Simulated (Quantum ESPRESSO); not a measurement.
# Pd (Palladium): phonons by linear response

How does Pd (Palladium) vibrate, and is this structure a minimum?

Calculated with Quantum ESPRESSO 7.5; DFT LDA, scalar-relativistic, plane waves, GBRV ultrasoft pseudopotentials.

Report form: the programs' logs are mostly left out.

### Step 1. Starting point

The structure is cubic, space group Fm-3m (No. 225). Conventional cell: a = 3.893 Å, b = 3.893 Å, c = 3.893 Å, α = 90.00°, β = 90.00°, γ = 90.00°. Nearest to Pd lie 12 Pd at 2.75 Å.

### Step 2. A first look

Before anything dear is run, a loose run with smearing shows whether this is a metal and how far the cell is from rest.

The input, probe.in:

```
&control
   calculation = 'scf'
   prefix = 'x'
   outdir = './tmp'
   pseudo_dir = './pseudo'
   tprnfor = .true.
   tstress = .true.
   verbosity = 'high'
/
&system
   ibrav = 0
   nat = 1
   ntyp = 1
   ecutwfc = 40.0
   ecutrho = 240.0
   occupations = 'smearing'
   smearing = 'gaussian'
   degauss = 0.01
   nspin = 2
   starting_magnetization(1) = 0.062
/
&electrons
   conv_thr = 1.0d-07
   mixing_beta = 0.4
   electron_maxstep = 100
/
ATOMIC_SPECIES
 Pd    106.4200  Pd.upf
CELL_PARAMETERS angstrom
     0.000000000    1.946500000    1.946500000
     1.946500000    0.000000000    1.946500000
     1.946500000    1.946500000    0.000000000
ATOMIC_POSITIONS crystal
 Pd     0.000000000   0.000000000   0.000000000
K_POINTS automatic
 8 8 8 0 0 0
```

Command:

```bash
> OMP_NUM_THREADS=1 mpirun -n 4 pw.x -nk 4 -in probe.in > probe.out
```

Wall time 2.9 s (4 MPI ranks of Arm Neoverse V1, shared host).

Read from the output:

* volume per atom: 14.75 Å³
* pressure: -6.651 GPa
* gap on the k-mesh: 0 eV

No gap opens on this mesh, so smearing is kept; the start stands at -6.7 GPa.

### Step 3. Relaxation

The relaxation runs at a cutoff a fifth above that of the response, since stress converges more slowly with the basis than frequencies do. Forces and stress are brought to rest with tight thresholds.

The input, relax.in:

```
&control
   calculation = 'vc-relax'
   prefix = 'x'
   outdir = './tmp'
   pseudo_dir = './pseudo'
   tprnfor = .true.
   tstress = .true.
   forc_conv_thr = 2.0d-05
   etot_conv_thr = 1.0d-07
   nstep = 40
/
&system
   ibrav = 0
   nat = 1
   ntyp = 1
   ecutwfc = 48
   ecutrho = 288.0
   occupations = 'smearing'
   smearing = 'mv'
   degauss = 0.02
/
&electrons
   conv_thr = 1.0d-11
   mixing_beta = 0.7
   electron_maxstep = 100
/
&ions
/
&cell
   press_conv_thr = 0.2
/
ATOMIC_SPECIES
 Pd    106.4200  Pd.upf
CELL_PARAMETERS angstrom
     0.000000000    1.946500000    1.946500000
     1.946500000    0.000000000    1.946500000
     1.946500000    1.946500000    0.000000000
ATOMIC_POSITIONS crystal
 Pd     0.000000000   0.000000000   0.000000000
K_POINTS automatic
 16 16 16 0 0 0
```

Command:

```bash
> OMP_NUM_THREADS=1 mpirun -n 4 pw.x -nk 4 -in relax.in > relax.out
```

It took 16 s on 4 MPI ranks; 65 s of CPU time.

Relaxation path:

| step | energy less that of the first step (eV) | largest force (eV/Å) | pressure (GPa) | volume (Å³) |
| --- | --- | --- | --- | --- |
| 1 | 0.0000 | 0.0000 | -7.88 | 14.75 |
| 2 | -0.0137 | 0.0000 | 0.68 | 14.17 |
| 3 | -0.0138 | 0.0000 | -0.06 | 14.21 |
| 4 | -0.0138 | 0.0000 | 0.00 | 14.21 |
| 5 | -0.0128 | 0.0000 | -0.06 | 14.21 |

| conventional cell, symmetrised | before | after | change |
| --- | --- | --- | --- |
| a (Å) | 3.893 | 3.845 | -1.2 % |
| b (Å) | 3.893 | 3.845 | -1.2 % |
| c (Å) | 3.893 | 3.845 | -1.2 % |
| volume (Å³/atom) | 14.75 | 14.21 | -3.7 % |

The relaxed structure:

```
Pd
1.0
     0.00000    1.92228    1.92228
     1.92228    0.00000    1.92228
     1.92228    1.92228    0.00000
Pd
1
Direct
  0.00000 0.00000 0.00000
```

The last row of the table of steps is pw.x's closing run on a basis chosen anew for the final cell, so its energy can jump.

This step gave:

- volume per atom: 14.21 Å³
- pressure: -0.063 GPa

The volume changes by -3.7 % from the cell with which this run began.

### Step 4. Ground state

Perturbation theory inherits every error of the wavefunctions, so the threshold is set near the limit of the arithmetic. Smearing stays on, as the first look found no gap above 0.3 eV.

The input, scf.in:

```
&control
   calculation = 'scf'
   prefix = 'x'
   outdir = './tmp'
   pseudo_dir = './pseudo'
   tprnfor = .true.
   tstress = .true.
/
&system
   ibrav = 0
   nat = 1
   ntyp = 1
   ecutwfc = 40.0
   ecutrho = 240.0
   occupations = 'smearing'
   smearing = 'mv'
   degauss = 0.02
/
&electrons
   conv_thr = 1.0d-12
   mixing_beta = 0.7
   electron_maxstep = 100
/
ATOMIC_SPECIES
 Pd    106.4200  Pd.upf
CELL_PARAMETERS angstrom
     0.000000000    1.922279815    1.922279815
     1.922279815    0.000000000    1.922279815
     1.922279815    1.922279815    0.000000000
ATOMIC_POSITIONS crystal
 Pd     0.000000000   0.000000000   0.000000000
K_POINTS automatic
 16 16 16 0 0 0
```

Command:

```bash
> OMP_NUM_THREADS=1 mpirun -n 4 pw.x -nk 4 -in scf.in > scf.out
```

Run time: 4.1 s. Hardware: 4 MPI ranks.

Numbers from this step:

```yaml
pressure: 0.271 GPa
```

The cell stands at 0.27 GPa, close enough for stiff modes, while soft ones can move.

### Step 5. Linear response on the mesh

Linear response treats each wavevector in the unit cell, with no supercell; the 4×4×4 mesh fixes the range of the force constants to be had.

The input, ph.in:

```
phonons
&inputph
   prefix = 'x'
   outdir = './tmp'
   fildyn = 'x.dyn'
   tr2_ph = 1.0d-18
   alpha_mix(1) = 0.4
   nmix_ph = 8
   ldisp = .true.
   nq1 = 4
   nq2 = 4
   nq3 = 4
/
```

Command:

```bash
> OMP_NUM_THREADS=1 mpirun -n 4 ph.x -nk 4 -in ph.in > ph.out
```

Wall time 27 min (4 MPI ranks); 1.8 h of CPU time.

Read from the output:

- largest acoustic frequency at the zone centre before the sum rule: -4.68 cm⁻¹
- lowest mode on the q mesh (acoustic ones at the zone centre apart): 72.56 cm⁻¹

Frequencies (cm⁻¹) at each irreducible wavevector; negative means imaginary. Frequencies by wavevector:

| q (fractions) | star | mode 1 | mode 2 | mode 3 |
| --- | --- | --- | --- | --- |
| 0 0 0 | 1 | -4.68 | -4.68 | -4.68 |
| 0 0 0.25 | 8 | 72.56 | 72.56 | 174.1 |
| 0 0 -0.5 | 4 | 117 | 117 | 247 |
| 0 0.25 0.25 | 6 | 110.2 | 110.2 | 170.7 |
| 0 0.25 -0.5 | 24 | 140 | 155.8 | 225.6 |
| 0 0.25 -0.25 | 12 | 102 | 157.5 | 211.2 |
| 0 -0.5 -0.5 | 3 | 164.8 | 164.8 | 238.7 |
| 0.25 -0.5 -0.25 | 6 | 151.6 | 199.7 | 199.7 |

The acoustic modes at Γ come out as far as 4.7 cm⁻¹ from zero, where they should vanish, a small numerical error.

### Step 6. Fourier transform to real space

The dynamical matrices of the mesh are Fourier-transformed to force constants in real space.

The input, q2r.in:

```
&input
   fildyn = 'x.dyn'
   zasr = 'crystal'
   flfrc = 'x.fc'
/
```

Command:

```bash
> q2r.x < q2r.in > q2r.out
```

Elapsed: 0.47 s, on 1 thread.

### Step 7. Dispersion

From the force constants any wavevector is cheap; points of the mesh come back as solved, but for the sum rule and, in polar crystals, the LO-TO term at Γ; the rest is interpolation.

The input, matdyn.in:

```
&input
   asr = 'crystal'
   flfrc = 'x.fc'
   flfrq = 'x.freq'
   flvec = 'x.modes'
   q_in_band_form = .true.
   q_in_cryst_coord = .true.
/
8
  0.0000000   0.0000000   0.0000000  12  ! GAMMA
  0.5000000   0.0000000   0.5000000  12  ! X
  0.6250000   0.2500000   0.6250000   1  ! U
  0.3750000   0.3750000   0.7500000  12  ! K
  0.0000000   0.0000000   0.0000000  12  ! GAMMA
  0.5000000   0.5000000   0.5000000  12  ! L
  0.5000000   0.2500000   0.7500000  12  ! W
  0.5000000   0.0000000   0.5000000   1  ! X
```

Command:

```bash
> matdyn.x -in matdyn.in > matdyn.out
```

It took 0.47 s on 1 thread.

This step gave:

- lowest frequency on the path: 0 cm⁻¹
- mean frequency: 156.7 cm⁻¹
- Debye temperature (second moment): 305 K
- logarithmic mean frequency: 147.3 cm⁻¹

Matdyn.x, sum rule crystal. Phonon branches along the path, in cm⁻¹:

| point | branch 1 | branch 2 | branch 3 |
| --- | --- | --- | --- |
| Γ | 0 | 0 | 0 |
| halfway | 110 | 110 | 171 |
| X | 165 | 165 | 239 |
| halfway | 160 | 171 | 233 |
| U | 148 | 188 | 216 |
| jump to K | 148 | 188 | 216 |
| halfway | 73 | 120 | 190 |
| Γ | 0 | 0 | 0 |
| halfway | 73 | 73 | 174 |
| L | 117 | 117 | 247 |
| halfway | 130 | 160 | 228 |
| W | 152 | 200 | 200 |
| halfway | 158 | 175 | 227 |
| X | 165 | 165 | 239 |

Lowest modes at the softest wavevector of the mesh; phase exp(i q.(R + tau)). Modes at q = (0.000, 0.250, 0.000):

| mode | frequency (cm⁻¹) |
| --- | --- |
| 1 | 72.6 |
| 2 | 72.6 |
| 3 | 174.1 |

Displacements in mode 1 (72.6 cm⁻¹), the largest set to 1, in the home cell:
```
Pd1 0.00 1.00 1.00
```

Displacements in mode 3 (174.1 cm⁻¹), the largest set to 1, in the home cell:
```
Pd1  1.00 -1.00  1.00
```

Force constants by pair (phonopy on the run's constants); pairs near half the supercell's span include their periodic images. Pair force constants, by row:

| atom | neighbour | distance (Å) | third of the trace (eV/Å²) | along the pair's line (eV/Å²) |
| --- | --- | --- | --- | --- |
| Pd1 | itself | 0 | 10.57 | – |
| Pd1 | Pd | 2.719 | -0.868 | -2.991 |
| Pd1 | Pd | 3.845 | -0.0546 | -0.1443 |
| Pd1 | Pd | 4.709 | -0.0255 | -0.1081 |
| Pd1 | Pd | 5.437 | 0.1136 | 0.2858 |
| Pd1 | Pd | 6.079 | 0.0119 | 0.0158 |
| Pd1 | Pd | 6.659 | 0.0022 | 0.0022 |

Harmonic mean-square displacement, third of the trace. Mean-square displacements:

| T (K) | Pd1 U_eq (Å²) |
| --- | --- |
| 0 | 0.00117 |
| 100 | 0.00197 |
| 300 | 0.00497 |
| 600 | 0.00976 |

Mode patterns, pair constants, displacements and means over the zone were worked out by phonopy from the force constants of q2r.x.

All branches are real along the path.

### Step 8. Density of states

Sums over the zone need many more wavevectors than were solved, so the interpolation is sampled on a dense mesh.

The input, matdyn.in:

```
&input
   asr = 'crystal'
   flfrc = 'x.fc'
   dos = .true.
   fldos = 'x.dos'
   nk1 = 20
   nk2 = 20
   nk3 = 20
   deltaE = 0.3
/
```

Command:

```bash
> matdyn.x -in matdyn.in > matdyn.out
```

Wall time 4.4 s (1 thread).

This step gave:

```
share of modes beyond 3i cm⁻¹ on the dense interpolated mesh : 0
zero-point energy per atom                                   : 29.14 meV
heat capacity at 300 K                                       : 23.70 J/(mol atoms K)
vibrational entropy at 300 K                                 : 34.20 J/(mol atoms K)
```

Tetrahedra. Phonon density of states against wavenumber; read off at these points:

wavenumber (cm⁻¹), phonon density of states (1/cm⁻¹/cell) and a bar:
```
      0.0     0.0000 
     10.0     0.0001 
     20.0     0.0005 
     30.0     0.0011 #
     40.0     0.0019 ##
     50.0     0.0027 ##
     60.0     0.0039 ###
     70.0     0.0052 ####
     80.0     0.0067 ######
     90.0     0.0087 ########
    100.0     0.0114 ##########
    110.0     0.0157 ##############
    120.0     0.0249 ######################
    130.0     0.0252 ######################
    140.0     0.0257 ######################
    150.0     0.0261 #######################
    160.0     0.0188 ################
    170.0     0.0159 ##############
    180.0     0.0140 ############
    190.0     0.0116 ##########
    200.0     0.0054 #####
    210.0     0.0197 #################
    220.0     0.0333 #############################
    223.5     0.0345 ##############################
    230.0     0.0170 ###############
    240.0     0.0053 #####
```

Harmonic thermodynamic functions per atom, summed over the density of states scaled to three modes an atom; melting is ignored. Thermodynamic functions:

| T (K) | F_vib (meV/atom) | S (J/mol-atom/K) | C_V (J/mol-atom/K) |
| --- | --- | --- | --- |
| 0 | 29.14 | 0 | 0 |
| 50 | 28.73 | 2.91 | 6.996 |
| 100 | 25.14 | 11.1 | 16.52 |
| 200 | 6.04 | 24.85 | 22.29 |
| 300 | -24.84 | 34.2 | 23.7 |
| 400 | -64.03 | 41.11 | 24.23 |
| 500 | -109.5 | 46.55 | 24.49 |
| 600 | -160.2 | 51.02 | 24.62 |
| 700 | -215.1 | 54.83 | 24.71 |
| 800 | -273.6 | 58.13 | 24.76 |
| 900 | -335.4 | 61.05 | 24.8 |
| 1000 | -400.1 | 63.66 | 24.83 |

At 300 K the heat capacity has reached 95 % of the Dulong-Petit value.

### Step 9. The dispersion under another sum rule (asr no)

The sum rule corrects the force constants themselves, so it can shift branches at any wavevector, low ones most.

The input, matdyn.in:

```
&input
   asr = 'no'
   flfrc = 'x.fc'
   flfrq = 'x.freq'
   flvec = 'x.modes'
   q_in_band_form = .true.
   q_in_cryst_coord = .true.
/
8
  0.0000000   0.0000000   0.0000000   8  ! GAMMA
  0.5000000   0.0000000   0.5000000   8  ! X
  0.6250000   0.2500000   0.6250000   1  ! U
  0.3750000   0.3750000   0.7500000   8  ! K
  0.0000000   0.0000000   0.0000000   8  ! GAMMA
  0.5000000   0.5000000   0.5000000   8  ! L
  0.5000000   0.2500000   0.7500000   8  ! W
  0.5000000   0.0000000   0.5000000   1  ! X
```

Command:

```bash
> matdyn.x -in matdyn.in > matdyn.out
```

Run time: 0.46 s. Hardware: 1 thread.

Numbers from this step:

| Property | Result |
| --- | --- |
| lowest frequency on the path | -4.683 cm⁻¹ |

Matdyn.x, sum rule no. The phonon branches at the labelled points (cm⁻¹):

| point | branch 1 | branch 2 | branch 3 |
| --- | --- | --- | --- |
| Γ | -5 | -5 | -5 |
| halfway | 110 | 110 | 171 |
| X | 165 | 165 | 239 |
| halfway | 160 | 171 | 233 |
| U | 148 | 188 | 216 |
| jump to K | 148 | 188 | 216 |
| halfway | 73 | 120 | 190 |
| Γ | -5 | -5 | -5 |
| halfway | 73 | 73 | 174 |
| L | 117 | 117 | 247 |
| halfway | 130 | 160 | 228 |
| W | 152 | 200 | 200 |
| halfway | 158 | 175 | 227 |
| X | 165 | 165 | 239 |

At the labelled points the branches move by no more than 4.8 cm⁻¹.

### Step 10. Results

```
space group after relaxation                                       : Fm-3m
volume per atom                                                    : 14.2 Å³
q mesh                                                             : 4×4×4
lowest mode on the q mesh (acoustic ones at the zone centre apart) : 72.6 cm⁻¹
zero-point energy per atom                                         : 29.1 meV
heat capacity at 300 K                                             : 23.7 J/(mol atoms K)
vibrational entropy at 300 K                                       : 34.2 J/(mol atoms K)
imaginary modes on the q mesh                                      : none
```

What this shows: Pd (Palladium) is dynamically stable on the 4×4×4 mesh; its spectrum reaches 247 cm⁻¹. These are harmonic frequencies at zero temperature: anharmonic shifts and linewidths and thermal expansion are left out. In a metal the frequencies hang on the k mesh and the smearing, most of all near Kohn anomalies.

[Host names and launcher messages were left out of these logs when they were recorded.]

[Logs are printed without paths, hosts, clocks, repeated set-up lines and the standing remarks that a program may print on its own settings, such as how far it seeks lower states.]

[Hosts, paths, dates, database ids (printed as entryN), source tags and the programs' standing remarks are cut or masked in the printed files.]
